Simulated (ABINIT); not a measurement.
# A GW chain in ABINIT: MoS2 (P6_3/mmc), part 2 of 3

How does a plane-wave GW calculation on MoS2 (P6_3/mmc) run from the first input to the gap?

ABINIT 10.8.3; LDA and many-body steps on it, plane waves. Known limits of the many-body steps: not at the basis limit; no spin-orbit coupling; coarse k mesh.

So far. Step 2 (Ground state): The gap is indirect, with the least direct gap 0.83 eV higher.

The database entry behind the starting cell differs from later determinations by our own check (about 0.3 % long), so it need not match the best structure at ambient conditions.

## Step 3: Bands along the symmetry lines

Level of this step: DFT, LDA, plane waves, norm-conserving pseudopotentials (ABINIT).

Levels along a band path, at the cheap level, show where the edges lie and whether the meshes to come will hold them.

Contents of run.abi:

```
acell 3*1.0 Angstrom
rprim 
  3.169000000004 -0.000000000001 0.000000000000
  -1.584500000001 2.744434504597 0.000000000000
  0.000000000000 0.000000000000 12.324000000000
ntypat 2
znucl 42 16
natom 6
typat 1 1 2 2 2 2
xred 
  0.333333333333 0.666666666667 0.250000000000
  0.666666666667 0.333333333333 0.750000000000
  0.333333333333 0.666666666667 0.623000000000
  0.666666666667 0.333333333333 0.123000000000
  0.333333333333 0.666666666667 0.877000000000
  0.666666666667 0.333333333333 0.377000000000
pp_dirpath "pseudos"
pseudos "Mo.upf, S.upf"
ecut 36
iscf -2
irdden 1
kptopt 0
nkpt 75
kpt 
  0.00000000 0.00000000 0.00000000
  0.06250000 0.00000000 0.00000000
  0.12500000 0.00000000 0.00000000
  0.18750000 0.00000000 0.00000000
  0.25000000 0.00000000 0.00000000
  0.31250000 0.00000000 0.00000000
  0.37500000 0.00000000 0.00000000
  0.43750000 0.00000000 0.00000000
  0.50000000 0.00000000 0.00000000
  0.47916667 0.04166667 0.00000000
  0.45833333 0.08333333 0.00000000
  0.43750000 0.12500000 0.00000000
  0.41666666 0.16666666 0.00000000
  0.39583333 0.20833333 0.00000000
  0.37500000 0.25000000 0.00000000
  0.35416666 0.29166666 0.00000000
  0.33333333 0.33333333 0.00000000
  0.29166666 0.29166666 0.00000000
  0.25000000 0.25000000 0.00000000
  0.20833333 0.20833333 0.00000000
  0.16666666 0.16666666 0.00000000
  0.12500000 0.12500000 0.00000000
  0.08333333 0.08333333 0.00000000
  0.04166667 0.04166667 0.00000000
  0.00000000 0.00000000 0.00000000
  0.00000000 0.00000000 0.06250000
  0.00000000 0.00000000 0.12500000
  0.00000000 0.00000000 0.18750000
  0.00000000 0.00000000 0.25000000
  0.00000000 0.00000000 0.31250000
  0.00000000 0.00000000 0.37500000
  0.00000000 0.00000000 0.43750000
  0.00000000 0.00000000 0.50000000
  0.06250000 0.00000000 0.50000000
  0.12500000 0.00000000 0.50000000
  0.18750000 0.00000000 0.50000000
  0.25000000 0.00000000 0.50000000
  0.31250000 0.00000000 0.50000000
  0.37500000 0.00000000 0.50000000
  0.43750000 0.00000000 0.50000000
  0.50000000 0.00000000 0.50000000
  0.47916667 0.04166667 0.50000000
  0.45833333 0.08333333 0.50000000
  0.43750000 0.12500000 0.50000000
  0.41666666 0.16666666 0.50000000
  0.39583333 0.20833333 0.50000000
  0.37500000 0.25000000 0.50000000
  0.35416666 0.29166666 0.50000000
  0.33333333 0.33333333 0.50000000
  0.29166666 0.29166666 0.50000000
  0.25000000 0.25000000 0.50000000
  0.20833333 0.20833333 0.50000000
  0.16666666 0.16666666 0.50000000
  0.12500000 0.12500000 0.50000000
  0.08333333 0.08333333 0.50000000
  0.04166667 0.04166667 0.50000000
  0.00000000 0.00000000 0.50000000
  0.50000000 0.00000000 0.50000000
  0.50000000 0.00000000 0.43750000
  0.50000000 0.00000000 0.37500000
  0.50000000 0.00000000 0.31250000
  0.50000000 0.00000000 0.25000000
  0.50000000 0.00000000 0.18750000
  0.50000000 0.00000000 0.12500000
  0.50000000 0.00000000 0.06250000
  0.50000000 0.00000000 0.00000000
  0.33333333 0.33333333 0.50000000
  0.33333333 0.33333333 0.43750000
  0.33333333 0.33333333 0.37500000
  0.33333333 0.33333333 0.31250000
  0.33333333 0.33333333 0.25000000
  0.33333333 0.33333333 0.18750000
  0.33333333 0.33333333 0.12500000
  0.33333333 0.33333333 0.06250000
  0.33333333 0.33333333 0.00000000
istwfk *1
nband 38
nbdbuf 7
tolwfr 1e-07
nstep 50
prtwf 0
prtvol 0
indata_prefix "in"
outdata_prefix "out"
tmpdata_prefix "tmp"
```

Started as:

```sh
$ OMP_NUM_THREADS=1 mpirun -n 4 abinit run.abi > log
```

Numbers of over 12 decimals in the logs are rounded to 6 here.

Output:

```text
.Version 10.8.3 of ABINIT. v10.8.2 released Aug 2026.

 Symmetries : space group P6_3/m m c (#194); Bravais hP (primitive hexag.)
[... echo of the input left out ...]
== DATASET  1 ==================================================================
-   mpi_nproc: 4, omp_nthreads: 1 (-1 if OMP is not activated)

--- !DatasetInfo
iteration_state: {dtset: 1, }
dimensions: {natom: 6, nkpt: 75, mband: 38, nsppol: 1, nspinor: 1, nspden: 1, mpw: 7496, }
cutoff_energies: {ecut:  36.0, pawecutdg:  -1.0, }
electrons: {nelect:   5.20000000E+01, charge:   0.00000000E+00, occopt:   1.00000000E+00, tsmear:   1.00000000E-02, }

 Real(R)+Recip(G) space primitive vectors, cartesian coordinates (Bohr,Bohr^-1):
 R(1)=  5.9885421  0.0000000  0.0000000  G(1)=  0.1669856  0.0964092  0.0000000
 R(2)= -2.9942710  5.1862296  0.0000000  G(2)=  0.0000000  0.1928183  0.0000000
 R(3)=  0.0000000  0.0000000 23.2889848  G(3)=  0.0000000  0.0000000  0.0429388
 Unit cell volume ucvol=  7.2330822E+02 bohr^3
 Angles (23,13,12)=  9.00000000E+01  9.00000000E+01  1.20000000E+02 degrees

 getcut: wavevector=  0.0000  0.0000  0.0000  ngfft=  36  36 128
         ecut(hartree)=     36.000   => boxcut(ratio)=   2.03490

--- Pseudopotential description ------------------------------------------------
- Mo Generated using ONCVPSP code by D. R. Hamann
- 42.00000  14.00000  180309                  znucl, zion, pspdat
12 -1012 2 -1 1602                            pspcod,pspxc,lmax,lloc,mmax
     nproj     2     2     2
  pspatm : epsatm=   15.87300509
         --- l  ekb(1:nproj) -->
             0   13.816260    1.357626
             1    7.992037    1.133615
             2    2.734251    0.943661
 pspatm: atomic psp has been read  and splines computed

- S Generated using ONCVPSP code by D. R. Hamann
- 16.00000   6.00000  180309                  znucl, zion, pspdat
12 -1012 2 -1 1132                            pspcod,pspxc,lmax,lloc,mmax
     nproj     2     2     2
  pspatm : epsatm=    8.64647033
         --- l  ekb(1:nproj) -->
[...]
pspatm: atomic psp has been read  and splines computed

--------------------------------------------------------------------------------

================================================================================
 prteigrs : about to open file out_EIG
 Non-SCF case, kpt    1 (  0.00000  0.00000  0.00000), residuals and eigenvalues=
  5.86E-08  8.51E-08  7.22E-08  5.98E-08  2.76E-08  5.31E-08  2.84E-08  3.33E-08
  3.80E-08  5.53E-08  9.14E-08  5.24E-08  5.69E-08  3.31E-08  3.94E-08  2.07E-08
  4.24E-08  3.62E-08  4.69E-08  5.32E-08  3.98E-08  3.80E-08  8.13E-08  5.25E-08
[...]
5.56E-08  5.17E-08  2.40E-07  2.81E-07  6.88E-05  8.10E-05
 -1.9521E+00 -1.9521E+00 -1.0045E+00 -1.0045E+00 -9.9570E-01 -9.9570E-01
 -9.9570E-01 -9.9570E-01 -2.4432E-01 -2.3414E-01 -1.9945E-01 -1.8263E-01
[...]
5.9575E-01  6.1344E-01
[...]
5.5804E-01  5.8029E-01
 Non-SCF case, kpt   75 (  0.33333  0.33333  0.00000), residuals and eigenvalues=
[...]
5.5775E-01  5.8115E-01

--- !ResultsGS
iteration_state: {dtset: 1, }
comment   : Summary of ground state results
lattice_vectors:
- [  5.9885421,  -0.0000000,   0.0000000, ]
- [ -2.9942710,   5.1862296,   0.0000000, ]
- [  0.0000000,   0.0000000,  23.2889848, ]
lattice_lengths: [   5.98854,    5.98854,   23.28898, ]
lattice_angles: [ 90.000,  90.000, 120.000, ] # degrees, (23, 13, 12)
lattice_volume:   7.2330822E+02
convergence: {deltae:  0.000E+00, res2:  0.000E+00, residm:  9.998E-08, diffor:  0.000E+00, }
etotal    :  -1.85188731E+02
entropy   :   0.00000000E+00
fermie    :   3.03866916E-01
cartesian_stress_tensor: null
pressure_GPa: null
xred      :
- [  3.3333E-01,   6.6667E-01,   2.5000E-01, Mo]
- [  6.6667E-01,   3.3333E-01,   7.5000E-01, Mo]
- [  3.3333E-01,   6.6667E-01,   6.2300E-01,  S]
- [  6.6667E-01,   3.3333E-01,   1.2300E-01,  S]
- [  3.3333E-01,   6.6667E-01,   8.7700E-01,  S]
- [  6.6667E-01,   3.3333E-01,   3.7700E-01,  S]
cartesian_forces: null
force_length_stats: {min: null, max: null, mean: null, }

 Integrated electronic density in atomic spheres:
 ------------------------------------------------
 Atom  Sphere_radius  Integrated_density
[...]
================================================================================

 ----iterations are completed or convergence reached----

 Mean square residual over all n,k,spin=   53.429E-09; max=  99.977E-09
 reduced coordinates (array xred) for    6 atoms
[...]
0.333333333333      0.666666666667      0.877000000000
       0.666666666667      0.333333333333      0.377000000000

 cartesian coordinates (angstrom) at end:
    1      6.7e-13     1.829623     3.081000
    2      1.584500     0.914812     9.243000
    3      6.7e-13     1.829623     7.677852
    4      1.584500     0.914812     1.515852
    5      6.7e-13     1.829623    10.808148
    6      1.584500     0.914812     4.646148
 length scales=  1.889726125908  1.889726125908  1.889726125908 bohr
              =  1.000000000000  1.000000000000  1.000000000000 angstroms
 prteigrs : about to open file out_EIG
 Eigenvalues (hartree) for nkpt=  75  k points:
 kpt#   1, nband= 38, wtk=  1.00000, kpt=  0.0000  0.0000  0.0000 (reduced coord)
[...]
kpt#   2, nband= 38, wtk=  1.00000, kpt=  0.0625  0.0000  0.0000 (reduced coord)
[...]
kpt#   3, nband= 38, wtk=  1.00000, kpt=  0.1250  0.0000  0.0000 (reduced coord)
[...]
kpt#  74, nband= 38, wtk=  1.00000, kpt=  0.3333  0.3333  0.0625 (reduced coord)
[...]
0.45710    0.45710    0.51129    0.55804    0.55804    0.58029
 kpt#  75, nband= 38, wtk=  1.00000, kpt=  0.3333  0.3333  0.0000 (reduced coord)
[...]
0.12214    0.13234    0.15032    0.15032    0.16391    0.16391    0.20554    0.20554
   0.27446    0.28085    0.34143    0.34143    0.36780    0.40685    0.40685    0.40781
   0.45718    0.45718    0.51059    0.55774    0.55775    0.58115

== END DATASET(S) ==============================================================
================================================================================

 -outvars: echo values of variables after computation  --------
            nband          38
             nkpt          75
          spgroup         194
 [... the other variables as echoed above ...]

 Calculation completed.
```

It took 97 s on 4 MPI ranks of Arm Neoverse V1, shared host; peak memory 0.63 GiB; 6.5 min of CPU time.

This step gave:

```yaml
gap: 0.8172 eV
k_of_the_valence_top: 0, 0, 0
k_of_the_conduction_bottom: 0.1667, 0.1667, 0
least_direct_gap: 1.648 eV
```

The gap is 0.817 eV, as in the run before at this level.

Electronic bands along the path, in eV, zero at the top of the highest filled band:

```tsv
point	band 23	band 24	band 25	band 26	band 27	band 28	band 29	band 30
Γ	-2.14	-1.20	-1.16	0.00	2.08	2.08	2.11	2.11
halfway	-2.31	-1.58	-1.52	-1.39	1.15	1.58	1.79	2.01
M	-1.72	-1.52	-1.42	-1.29	1.58	1.62	1.96	2.24
halfway	-2.78	-2.32	-1.12	-0.92	1.42	1.54	2.26	2.33
K	-2.68	-2.68	-0.80	-0.63	1.02	1.02	1.74	2.80
halfway	-1.79	-1.57	-1.50	-1.48	0.82	1.60	1.69	1.73
Γ	-2.14	-1.20	-1.16	0.00	2.08	2.08	2.11	2.11
halfway	-2.15	-1.86	-0.64	-0.06	2.08	2.08	2.10	2.10
A	-2.16	-2.16	-0.27	-0.27	2.09	2.09	2.09	2.09
halfway	-2.05	-2.05	-1.40	-1.40	1.51	1.51	1.68	1.68
L	-1.62	-1.62	-1.35	-1.35	1.60	1.60	2.11	2.11
halfway	-2.59	-2.59	-1.01	-1.01	1.48	1.48	2.29	2.29
H	-2.86	-2.86	-0.72	-0.72	1.02	1.02	2.22	2.22
halfway	-1.74	-1.74	-1.48	-1.48	1.16	1.16	1.79	1.79
A	-2.16	-2.16	-0.27	-0.27	2.09	2.09	2.09	2.09
jump to L	-1.62	-1.62	-1.35	-1.35	1.60	1.60	2.11	2.11
halfway	-1.69	-1.55	-1.40	-1.31	1.58	1.61	2.00	2.20
M	-1.72	-1.52	-1.42	-1.29	1.58	1.62	1.96	2.24
jump to H	-2.86	-2.86	-0.72	-0.72	1.02	1.02	2.22	2.22
halfway	-2.75	-2.75	-0.78	-0.66	1.02	1.02	1.88	2.63
K	-2.68	-2.68	-0.80	-0.63	1.02	1.02	1.74	2.80
```

## Step 4: Empty states on the mesh, 3×3×1 mesh, 383 bands

The sums over transitions need many empty states on a uniform mesh; this step solves for them.

Contents of run.abi:

```
acell 3*1.0 Angstrom
rprim 
  3.169000000004 -0.000000000001 0.000000000000
  -1.584500000001 2.744434504597 0.000000000000
  0.000000000000 0.000000000000 12.324000000000
ntypat 2
znucl 42 16
natom 6
typat 1 1 2 2 2 2
xred 
  0.333333333333 0.666666666667 0.250000000000
  0.666666666667 0.333333333333 0.750000000000
  0.333333333333 0.666666666667 0.623000000000
  0.666666666667 0.333333333333 0.123000000000
  0.333333333333 0.666666666667 0.877000000000
  0.666666666667 0.333333333333 0.377000000000
pp_dirpath "pseudos"
pseudos "Mo.upf, S.upf"
ecut 36
ngkpt 3 3 1
nshiftk 1
shiftk 0 0 0
kptopt 1
chksymbreak 0
iscf -2
irdden 1
istwfk *1
nband 383
nbdbuf 34
tolwfr 1e-09
nstep 60
prtvol 0
indata_prefix "in"
outdata_prefix "out"
tmpdata_prefix "tmp"
```

Started as:

```sh
$ OMP_NUM_THREADS=1 mpirun -n 3 abinit run.abi > log
```

Output:

```text
.Version 10.8.3 of ABINIT. v10.8.2 released Aug 2026.

 Symmetries : space group P6_3/m m c (#194); Bravais hP (primitive hexag.)
[... echo of the input left out ...]
== DATASET  1 ==================================================================
-   mpi_nproc: 3, omp_nthreads: 1 (-1 if OMP is not activated)

--- !DatasetInfo
iteration_state: {dtset: 1, }
dimensions: {natom: 6, nkpt: 3, mband: 383, nsppol: 1, nspinor: 1, nspden: 1, mpw: 7476, }
cutoff_energies: {ecut:  36.0, pawecutdg:  -1.0, }
electrons: {nelect:   5.20000000E+01, charge:   0.00000000E+00, occopt:   1.00000000E+00, tsmear:   1.00000000E-02, }

 Real(R)+Recip(G) space primitive vectors, cartesian coordinates (Bohr,Bohr^-1):
 R(1)=  5.9885421  0.0000000  0.0000000  G(1)=  0.1669856  0.0964092  0.0000000
 R(2)= -2.9942710  5.1862296  0.0000000  G(2)=  0.0000000  0.1928183  0.0000000
 R(3)=  0.0000000  0.0000000 23.2889848  G(3)=  0.0000000  0.0000000  0.0429388
 Unit cell volume ucvol=  7.2330822E+02 bohr^3
 Angles (23,13,12)=  9.00000000E+01  9.00000000E+01  1.20000000E+02 degrees

 getcut: wavevector=  0.0000  0.0000  0.0000  ngfft=  36  36 128
         ecut(hartree)=     36.000   => boxcut(ratio)=   2.03490

--- Pseudopotential description ------------------------------------------------
- Mo Generated using ONCVPSP code by D. R. Hamann
- 42.00000  14.00000  180309                  znucl, zion, pspdat
12 -1012 2 -1 1602                            pspcod,pspxc,lmax,lloc,mmax
     nproj     2     2     2
  pspatm : epsatm=   15.87300509
         --- l  ekb(1:nproj) -->
             0   13.816260    1.357626
             1    7.992037    1.133615
             2    2.734251    0.943661
 pspatm: atomic psp has been read  and splines computed

- S Generated using ONCVPSP code by D. R. Hamann
- 16.00000   6.00000  180309                  znucl, zion, pspdat
12 -1012 2 -1 1132                            pspcod,pspxc,lmax,lloc,mmax
     nproj     2     2     2
  pspatm : epsatm=    8.64647033
         --- l  ekb(1:nproj) -->
[...]
pspatm: atomic psp has been read  and splines computed

--------------------------------------------------------------------------------

================================================================================
 prteigrs : about to open file out_EIG
 Non-SCF case, kpt    1 (  0.00000  0.00000  0.00000), residuals and eigenvalues=
  1.71E-10  1.68E-10  9.25E-10  7.63E-10  6.69E-11  8.10E-10  7.30E-11  8.82E-10
  7.30E-11  6.75E-11  7.48E-11  1.05E-10  1.17E-10  1.46E-10  1.53E-10  1.72E-10
  3.33E-10  1.88E-10  2.72E-10  1.92E-10  2.57E-10  1.91E-10  2.72E-10  2.52E-10
[...]
1.96E-04  3.48E-04  8.63E-04  1.52E-03  3.68E-04  6.31E-04  3.34E-03
 -1.9521E+00 -1.9521E+00 -1.0045E+00 -1.0045E+00 -9.9570E-01 -9.9570E-01
 -9.9570E-01 -9.9570E-01 -2.4432E-01 -2.3414E-01 -1.9945E-01 -1.8263E-01
  5.0085E-02  8.9301E-02  1.7341E-01  1.8312E-01  1.8312E-01  1.8359E-01
[...]
4.5064E+00  4.5564E+00  4.5564E+00  4.5720E+00  4.5720E+00  4.5920E+00
  4.5921E+00  4.6073E+00  4.6075E+00  4.6337E+00  4.6359E+00  4.6369E+00
  4.6385E+00  4.6423E+00  4.6702E+00  4.6722E+00  4.6861E+00
 prteigrs : prtvol=0 or 1, do not print more k-points.

--- !ResultsGS
iteration_state: {dtset: 1, }
comment   : Summary of ground state results
lattice_vectors:
- [  5.9885421,  -0.0000000,   0.0000000, ]
- [ -2.9942710,   5.1862296,   0.0000000, ]
- [  0.0000000,   0.0000000,  23.2889848, ]
lattice_lengths: [   5.98854,    5.98854,   23.28898, ]
lattice_angles: [ 90.000,  90.000, 120.000, ] # degrees, (23, 13, 12)
lattice_volume:   7.2330822E+02
convergence: {deltae:  0.000E+00, res2:  0.000E+00, residm:  9.975E-10, diffor:  0.000E+00, }
etotal    :  -1.85188731E+02
entropy   :   0.00000000E+00
fermie    :   3.03866916E-01
cartesian_stress_tensor: null
pressure_GPa: null
xred      :
- [  3.3333E-01,   6.6667E-01,   2.5000E-01, Mo]
- [  6.6667E-01,   3.3333E-01,   7.5000E-01, Mo]
- [  3.3333E-01,   6.6667E-01,   6.2300E-01,  S]
- [  6.6667E-01,   3.3333E-01,   1.2300E-01,  S]
- [  3.3333E-01,   6.6667E-01,   8.7700E-01,  S]
- [  6.6667E-01,   3.3333E-01,   3.7700E-01,  S]
cartesian_forces: null
force_length_stats: {min: null, max: null, mean: null, }

 Integrated electronic density in atomic spheres:
 ------------------------------------------------
 Atom  Sphere_radius  Integrated_density
[...]
================================================================================

 ----iterations are completed or convergence reached----

 Mean square residual over all n,k,spin=   36.326E-11; max=  99.748E-11
 reduced coordinates (array xred) for    6 atoms
[...]
0.333333333333      0.666666666667      0.877000000000
       0.666666666667      0.333333333333      0.377000000000

 cartesian coordinates (angstrom) at end:
    1      6.7e-13     1.829623     3.081000
    2      1.584500     0.914812     9.243000
    3      6.7e-13     1.829623     7.677852
    4      1.584500     0.914812     1.515852
    5      6.7e-13     1.829623    10.808148
    6      1.584500     0.914812     4.646148
 length scales=  1.889726125908  1.889726125908  1.889726125908 bohr
              =  1.000000000000  1.000000000000  1.000000000000 angstroms
 prteigrs : about to open file out_EIG
 Eigenvalues (hartree) for nkpt=   3  k points:
 kpt#   1, nband=383, wtk=  0.11111, kpt=  0.0000  0.0000  0.0000 (reduced coord)
[...]
4.44037    4.44384    4.44384    4.44399    4.44399    4.46979    4.50635    4.55637
   4.55638    4.57196    4.57199    4.59204    4.59212    4.60732    4.60749    4.63374
   4.63589    4.63685    4.63855    4.64226    4.67015    4.67218    4.68608
 prteigrs : prtvol=0 or 1, do not print more k-points.

== END DATASET(S) ==============================================================
================================================================================

 -outvars: echo values of variables after computation  --------
            nband         383
             nkpt           3
          spgroup         194
 [... the other variables as echoed above ...]

 Calculation completed.
```

Run time: 3.4 min. Hardware: 3 MPI ranks; peak memory 0.45 GiB.

This step gave:

```yaml
gap: 1.022 eV
k_of_the_valence_top: 0, 0, 0
k_of_the_conduction_bottom: 0.3333, 0.3333, 0
least_direct_gap: 1.648 eV
k_points_computed: 3
lowest_point_of_the_top_converged_band_above_the_valence_top: 106.9413 eV
```

On this mesh the gap is 1.022 eV. The earlier step found 0.817 eV, so this mesh misses an edge.

(Continued in part 3 of 3.)

[Paths, hosts, dates, memory and timing lines, banners, echoed tables and standing remarks are left out of the program output.]

[Logs are printed without paths, hosts, clocks, repeated set-up lines and the standing remarks that a program may print on its own settings, such as how far it seeks lower states.]

[Runs of the session that timed out or met a known fault of the program may be left out.]

[Hosts, paths, dates, database ids (printed as entryN), source tags and the programs' standing remarks are cut or masked in the printed files.]

[G0W0 gaps are taken among the corrected bands and points alone; a level outside them can change the order at an edge.]

[Where Ansatz stands beside ABINIT at settings called matched, ABINIT's density can come from a denser mesh and the files from another edition; pairs whose starting gaps differed by over 0.03 eV were left out, so agreement reads better than it is.]
